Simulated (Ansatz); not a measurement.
# TiPbSe3 (built on the sites of a database entry of HfPbO3): a soft mode frozen in, part 2 of 2

Wanted: the energy along a soft mode of TiPbSe3 (built on the sites of a database entry of HfPbO3) and the structure at the end.

Ansatz 0.2.0; DFT PBEsol, scalar-relativistic, plane waves, PAW.

So far, highest frequency on the path or at a solved wavevector (cm⁻¹): step 2 (response at finite wavevector) 278. Also lowest frequency on the path (cm⁻¹): step 2 -122.

The structure was built from a prototype and need not be the compound's stable phase.

## (5) Energy along the mode, all amplitudes (two of the runs are shown above)

An imaginary frequency means negative curvature, so the energy should fall and then rise again as anharmonic terms take over.

Numbers from this step:

```
depth at the lowest point sampled  : 118.6 meV/atom
largest atomic shift at that point : 0.6 Å
```

Table of energy from the parent by largest atomic shift:

```tsv
largest atomic shift (Å)	energy from the parent (meV/atom)
0.000	0
0.040	-1.23
0.080	-4.92
0.140	-14.3
0.220	-31.8
0.320	-57.8
0.450	-91.2
0.600	-119
```

Displacement at unit largest shift by atom:

```tsv
atom	x (Å)	y (Å)	z (Å)	size
Ti1	0.00	0.00	0.00	0.00
Ti2	0.00	0.00	0.00	0.00
Pb3	0.00	0.00	0.00	0.00
Pb4	0.00	0.00	0.00	0.00
Se5	0.00	0.00	1.00	1.00
Se6	0.00	0.00	-1.00	1.00
Se7	0.00	0.00	0.00	0.00
Se8	0.00	0.00	0.00	0.00
Se9	-1.00	0.00	0.00	1.00
Se10	1.00	0.00	0.00	1.00
```

The lowest of the steps tried is the last one, at 0.6 Å, 119 meV/atom below the parent; the bottom of the well need not coincide with a step.

## (6) Relaxing from the distorted cell

Starting from the lowest point found, all atoms and the cell are let go, so that strain and other modes of the same symmetry can join in.

File input.yaml:

```yaml
crystal:
  lattice:
    - [4.9321777088, 4.9321777088, 0.0]
    - [4.9321777088, 0.0, 4.9321777088]
    - [4.9321777088, 0.0, -4.9321777088]
  atoms:
    - { symbol: Ti, position: [0.5, 0.25, 0.75] }
    - { symbol: Ti, position: [0.5, 0.75, 0.25] }
    - { symbol: Pb, position: [0.0, 0.5, 0.5] }
    - { symbol: Pb, position: [0.0, 0.0, 0.0] }
    - { symbol: Se, position: [0.5, 0.060825059, 0.439174941] }
    - { symbol: Se, position: [0.5, 0.439174941, 0.060825059] }
    - { symbol: Se, position: [0.0, 0.5, 0.0] }
    - { symbol: Se, position: [0.0, 0.0, 0.5] }
    - { symbol: Se, position: [0.5, -0.060825059, 0.939174941] }
    - { symbol: Se, position: [0.5, 0.560825059, 0.560825059] }
kpoints:
  mp_grid: { grid: [8, 8, 8] }
hamiltonian:
  xc: pbesol
scf:
  occupations: { method: methfessel_paxton, width: 0.2 }
output:
  forces: true
  stress: true
  eigenvalues: true
relax:
  adjacent_minimum: "off"
  f_tol: 0.002
  max_steps: 120
  cell: { stress_tol: 0.03 }
```

Run with:

```
> ansatz run input.yaml --threads 8 --pin off --max-ram 14336MiB --backend cpu --events-out ev --progress --plain --runs-dir out
```

Numbers of over 12 decimals in the logs are rounded to 6 here.

What it wrote:

```text
[...]
Crystal: 10 atoms, lattice volume = 239.964 Å³
Basis set: ecut = 420 eV, 4645 PW (Γ), exchange–correlation on 96×96×96 points (8 copies of the dense FFT grid, shifted against one another)
Bands: 89, of which v1, the nominal top of the filled ones, is band 74 counted from 1 (73 counted from 0)
Symmetry: 16 space group operations
[...]
k-points: 59 of 512
[...]
SCF iter   1: F=—  HF=-61010.036564 eV  |F-HF|=—  |Δ(HF+E_count)|=         —  Δρ=6.54e-3  dr2=1.59e-1  ethr=1.77e-3  ⟨swp⟩=6.7  Hψ=20806  notcnv=0
[...]
SCF iter   9: F=-61010.017924 eV  HF=-61010.017924 eV  |F-HF|=4.04e-8  |Δ(HF+E_count)|=   1.05e-7  S|Δr|=    0.00e0  Δρ=3.69e-6  dr2=6.26e-8  ethr=6.76e-11  ⟨swp⟩=8.4  Hψ=22606  notcnv=0
SCF 1 converged in 9 iterations: F = -61010.017924 eV  dr2 = 6.26e-8
[...]
relax step   1: F+E_penalty+E_count = -61010.01792360 eV  Δ(F+E_penalty+E_count) = +0.000e0 eV  max|allowed force component| = 2.908e-1 eV/Å  Δτ_max = 0.0000 Å  P = -1.051 GPa  Ω = 239.964 Å³  (9 SCF iters, dr2 threshold 1.00e-7 eV, accepted)
Crystal: 10 atoms, lattice volume = 232.639 Å³
Basis set: ecut = 420 eV, 4597 PW (Γ), exchange–correlation on 96×96×96 points (8 copies of the dense FFT grid, shifted against one another)
[...]
SCF iter   7: F=-61010.181516 eV  HF=-61010.181516 eV  |F-HF|=2.06e-7  |Δ(HF+E_count)|=   4.46e-7  S|Δr|=    0.00e0  Δρ=1.26e-5  dr2=8.75e-7  ethr=6.76e-10  ⟨swp⟩=6.4  Hψ=22858  notcnv=0
SCF 2 converged in 7 iterations: F = -61010.181516 eV  dr2 = 8.75e-7
relax step   2: F+E_penalty+E_count = -61010.18151596 eV  Δ(F+E_penalty+E_count) = -1.636e-1 eV  max|allowed force component| = 1.032e-1 eV/Å  Δτ_max = 0.1507 Å  P = +0.598 GPa  Ω = 232.639 Å³  energy of the carried Pulay correction = +7.549e-4 eV  (7 SCF iters, dr2 threshold 1.00e-6 eV, accepted)
Crystal: 10 atoms, lattice volume = 232.940 Å³
Basis set: ecut = 420 eV, 4569 PW (Γ), exchange–correlation on 96×96×96 points (8 copies of the dense FFT grid, shifted against one another)
[...]
SCF iter   7: F=-61010.311627 eV  HF=-61010.311627 eV  |F-HF|=2.35e-7  |Δ(HF+E_count)|=   4.74e-7  S|Δr|=    0.00e0  Δρ=9.64e-6  dr2=5.94e-7  ethr=6.76e-10  ⟨swp⟩=7.2  Hψ=24801  notcnv=0
SCF 3 converged in 7 iterations: F = -61010.311627 eV  dr2 = 5.94e-7
[...]
relax step   3: F+E_penalty+E_count = -61010.31162672 eV  Δ(F+E_penalty+E_count) = -1.301e-1 eV  max|allowed force component| = 1.022e-1 eV/Å  Δτ_max = 0.0623 Å  P = -0.264 GPa  Ω = 232.940 Å³  energy of the carried Pulay correction = +7.234e-4 eV  (7 SCF iters, dr2 threshold 1.00e-6 eV, accepted)
[...]
relax step   4: F+E_penalty+E_count = -61010.24086461 eV  Δ(F+E_penalty+E_count) = +7.076e-2 eV  max|allowed force component| = 2.397e-1 eV/Å  Δτ_max = 0.0137 Å  P = +2.550 GPa  Ω = 225.138 Å³  energy of the carried Pulay correction = +1.553e-3 eV  (9 SCF iters, dr2 threshold 1.00e-6 eV, rejected (line search))
[...]
relax step   5: F+E_penalty+E_count = -61010.32633948 eV  Δ(F+E_penalty+E_count) = -1.471e-2 eV  max|allowed force component| = 1.229e-2 eV/Å  Δτ_max = 0.0023 Å  P = -0.121 GPa  Ω = 232.343 Å³  energy of the carried Pulay correction = +7.859e-4 eV  (12 SCF iters, accepted)
[...]
relax step   6: F+E_penalty+E_count = -61010.32676980 eV  Δ(F+E_penalty+E_count) = -4.303e-4 eV  max|allowed force component| = 3.605e-3 eV/Å  Δτ_max = 0.0016 Å  P = -0.007 GPa  Ω = 231.962 Å³  energy of the carried Pulay correction = +8.258e-4 eV  (6 SCF iters, dr2 threshold 8.50e-8 eV, accepted)
[...]
relax step   7: F+E_penalty+E_count = -61010.32677071 eV  Δ(F+E_penalty+E_count) = -9.191e-7 eV  max|allowed force component| = 3.224e-3 eV/Å  Δτ_max = 0.0017 Å  P = -0.001 GPa  Ω = 231.966 Å³  energy of the carried Pulay correction = +8.254e-4 eV  (7 SCF iters, dr2 threshold 8.12e-10 eV, accepted)
[...]
relax step   8: F+E_penalty+E_count = -61010.32677670 eV  Δ(F+E_penalty+E_count) = -5.984e-6 eV  max|allowed force component| = 8.629e-5 eV/Å  Δτ_max = 0.0008 Å  P = +0.000 GPa  Ω = 231.953 Å³  energy of the carried Pulay correction = +8.268e-4 eV  (5 SCF iters, dr2 threshold 6.50e-10 eV, accepted)
Basis set: ecut = 420 eV, 4553 PW (Γ), exchange–correlation on 96×90×90 points (8 copies of the dense FFT grid, shifted against one another)
[...]
SCF iter   7: F=-61010.326127 eV  HF=-61010.326127 eV  |F-HF|=7.28e-12  |Δ(HF+E_count)|=  1.46e-11  S|Δr|=    0.00e0  Δρ=7.41e-8  dr2=3.36e-11  ethr=1.00e-12  ⟨swp⟩=3.2  Hψ=19427  notcnv=0
SCF 9 converged in 7 iterations: F = -61010.326127 eV  dr2 = 3.36e-11
relax step   9: F+E_penalty+E_count = -61010.32612744 eV  Δ(F+E_penalty+E_count) = +6.493e-4 eV  max|allowed force component| = 8.135e-5 eV/Å  Δτ_max = 0.0000 Å  P = +0.002 GPa  Ω = 231.953 Å³  stress off target by 8.95e-3 GPa  SCF on the basis re-selected at this cell (its energy is not comparable with the rows above)  (7 SCF iters)
basis re-selected at this cell: Δ(F+E_penalty+E_count) = +6.493e-4 eV, ΔP = +0.002 GPa vs the last step (what re-selecting the basis moved, of the pressure what is left beyond the Pulay correction that the steps carried, after the strain that the cell walked since its last selection, with what the two solves' SCF thresholds leave and, on support functions, any second-order correction that the steps lacked; it is no measure of the basis error at this ecutwfc). The dense FFT grid was sized anew with the basis: this SCF ran on 48×45×45 points, the steps before it on 48×48×48, so part of this shift can come from that change (see relax.cell in the input reference). [rest of the remark cut]
SCF converged after 7 iterations
[...]
Free energy (F): -61010.326127 eV
[...]
Internal energy: -61010.332217 eV  (E = F + TS)
E sigma→0 (E₀):  -61010.327650 eV
Entropy (-TS):   0.006089 eV (0.609 meV/atom)
Fermi energy:    10.217606 eV
[...]
--- Forces (eV/Å), atoms counted from 1 ---
  atom   1  Ti    -0.00000000     0.00000000    -0.00000000
  atom   2  Ti    -0.00000000    -0.00000000    -0.00000000
  atom   3  Pb     0.00000000     0.00000000    -0.00000000
  atom   4  Pb     0.00000000    -0.00000000     0.00000000
  atom   5  Se     0.00000000    -0.00000000     0.00008135
  atom   6  Se     0.00000000     0.00000000    -0.00008135
  atom   7  Se    -0.00000000    -0.00000000     0.00000000
  atom   8  Se    -0.00000000     0.00000000     0.00000000
  atom   9  Se    -0.00008135     0.00000000     0.00000000
  atom  10  Se     0.00008135    -0.00000000    -0.00000000
  max |Σ_I F_I| component: 2.08e-17 eV/Å
--- Stress (GPa, compression-positive) ---
       -0.000974       0.000000       0.000000
        0.000000       0.008953      -0.000000
        0.000000      -0.000000      -0.000974
  P = ⅓ Tr σ = 0.0023 GPa (0.023 kbar)
--- Band table (eV; the first three rows and the last of 59) ---
  k-point 0: bands = [... 70 lower, 9.4198, 9.4574, 10.3177, 10.3603, 10.3603, 10.4057, 10.4057, 10.6889, ... 11 higher]
  k-point 1: bands = [... 70 lower, 9.5233, 9.5847, 9.7680, 10.0693, 10.4011, 10.5089, 10.7193, 10.9961, ... 11 higher]
  k-point 2: bands = [... 70 lower, 9.1991, 9.4033, 9.6096, 9.7416, 10.5768, 10.6617, 10.9843, 11.0894, ... 11 higher]
  k-point 58: bands = [... 70 lower, 7.8196, 8.9514, 10.3196, 10.4022, 10.4022, 10.8509, 11.1389, 11.1389, ... 11 higher]
--- Relaxed structure (8 steps of the walk, 7 accepted, 1 SCFs on fresh bases) ---
  F+E_penalty+E_count = -61010.32612744 eV   max|allowed force component| = 8.135e-5 eV/Å   (the final SCF, on the basis selected at the relaxed cell)
  cell:  # Å, volume = 231.9531 Å³
    - [4.697204, 5.256433, 0]
    - [4.697204, 0.0, 4.697204]
    - [4.697204, 0.0, -4.697204]
  atoms:
    - { symbol: Ti, position: [0.500000, 0.250000, 0.75] }
    - { symbol: Ti, position: [0.500000, 0.750000, 0.250000] }
    - { symbol: Pb, position: [0, 0.5, 0.5] }
    - { symbol: Pb, position: [0, 0, 0] }
    - { symbol: Se, position: [0.500000, 0.082250, 0.417750] }
    - { symbol: Se, position: [0.500000, 0.417750, 0.082250] }
    - { symbol: Se, position: [0, 0.5, 0.0] }
    - { symbol: Se, position: [0, 0.0, 0.5] }
    - { symbol: Se, position: [0.500000, -0.082250, 0.917750] }
    - { symbol: Se, position: [0.500000, 0.582250, 0.582250] }
```

Elapsed: 88 s, on 8 threads of Arm Neoverse V2, shared host; peak memory 1.8 GiB.

The steps of the relaxation:

```tsv
step	energy less that of the first step (eV)	largest force component (eV/Å)	pressure (GPa)	volume (Å³)
1	0.0000	0.2908	-1.05	239.96
2	-0.1636	0.1032	0.60	232.64
3	-0.2937	0.1022	-0.26	232.94
4	-0.2229	0.2397	2.55	225.14
5	-0.3084	0.0123	-0.12	232.34
6	-0.3088	0.0036	-0.01	231.96
7	-0.3088	0.0032	0.00	231.97
8	-0.3089	0.0001	0.00	231.95
9*	-0.3082	0.0001	0.00	231.95
```

Relaxation steps marked * repeat the geometry before them on a plane-wave basis chosen anew for their cell, so energy and pressure can jump there. Relaxation step 4 was tried and not accepted.

Forces are held to the 16 operations that the run works with; a distortion that breaks them can't arise in this run.

```tsv
conventional cell, symmetrised	before	after	change
a (Å)	6.975	6.643	-4.8 %
b (Å)	6.975	6.643	-4.8 %
c (Å)	9.864	10.513	+6.6 %
volume (Å³/atom)	24.00	23.20	-3.3 %
```

The atoms that moved most (Å, as changes of fractional coordinates times the final cell):

```tsv
atom	dx	dy	dz	length
Se10	0.201	0.000	0.000	0.201
Se5	0.000	0.000	0.201	0.201
Se6	0.000	0.000	-0.201	0.201
Se9	-0.201	0.000	0.000	0.201
```

The relaxed structure:

```cif
data_structure
_symmetry_space_group_name_H-M 'P 1'
_symmetry_Int_Tables_number 1
_cell_length_a 7.0494
_cell_length_b 6.6429
_cell_length_c 6.6429
_cell_angle_alpha 90.000
_cell_angle_beta 61.890
_cell_angle_gamma 61.890
_cell_volume 231.95
loop_
_atom_site_label
_atom_site_type_symbol
_atom_site_fract_x
_atom_site_fract_y
_atom_site_fract_z
_atom_site_occupancy
Ti1 Ti 0.50000 0.25000 0.75000 1
Ti2 Ti 0.50000 0.75000 0.25000 1
Pb3 Pb 0.00000 0.50000 0.50000 1
Pb4 Pb 0.00000 0.00000 0.00000 1
Se5 Se 0.50000 0.08225 0.41775 1
Se6 Se 0.50000 0.41775 0.08225 1
Se7 Se 0.00000 0.50000 0.00000 1
Se8 Se 0.00000 0.00000 0.50000 1
Se9 Se 0.50000 0.91775 0.91775 1
Se10 Se 0.50000 0.58225 0.58225 1
```

This step gave:

* pressure: 0.002335 GPa
* volume per atom: 23.20 Å³

The distorted start has space group I4/mcm; the relaxation ends in I4/mcm.

## (7) What came out

| Property | Result |
| --- | --- |
| unstable mode of the parent | q = (-0.5, -0.5, -0.5), 118i cm⁻¹ |
| depth at the lowest point sampled | 119 meV/atom |
| largest atomic shift at that point | 0.6 Å |
| space group reached (within 0.01 Å) | I4/mcm |
| energy gained over the parent (first relaxation, on the mesh of the frozen mode) | 149 meV/atom |
| volume per atom, phase reached | 23.2 Å³ |

**Reading.** Along this mode the structure falls into I4/mcm, 149 meV/atom below the parent. At the parent's cell the well is 118.6 meV/atom deep on the steps tried, with its lowest point at a shift of 0.6 Å. That is the last step tried, so the steps alone don't bracket the bottom of the well. Relaxing atoms and cell changes the gain by +30.84 meV/atom against the lowest step (energies at zero smearing). The modes of the phase reached were not computed on this path. Of the 4 patterns followed to their end from this parent, this one ends 21.5 meV/atom above the lowest, Imma. Each path keeps the symmetry of its pattern, so a lower phase may lie along a pattern not tried. With no gap, or one that is small against the smearing, the frequencies hang on the k mesh and the smearing, most of all near Kohn anomalies. Spin-orbit coupling is left out, which can matter for the heavy elements here. The starting cell was built on a prototype and not taken from a measurement, so the phase need not exist.

[Logs are printed without paths, hosts, clocks, repeated set-up lines and the standing remarks that a program may print on its own settings, such as how far it seeks lower states.]

[Hosts, paths, dates, database ids (printed as entryN), source tags and the programs' standing remarks are cut or masked in the printed files.]
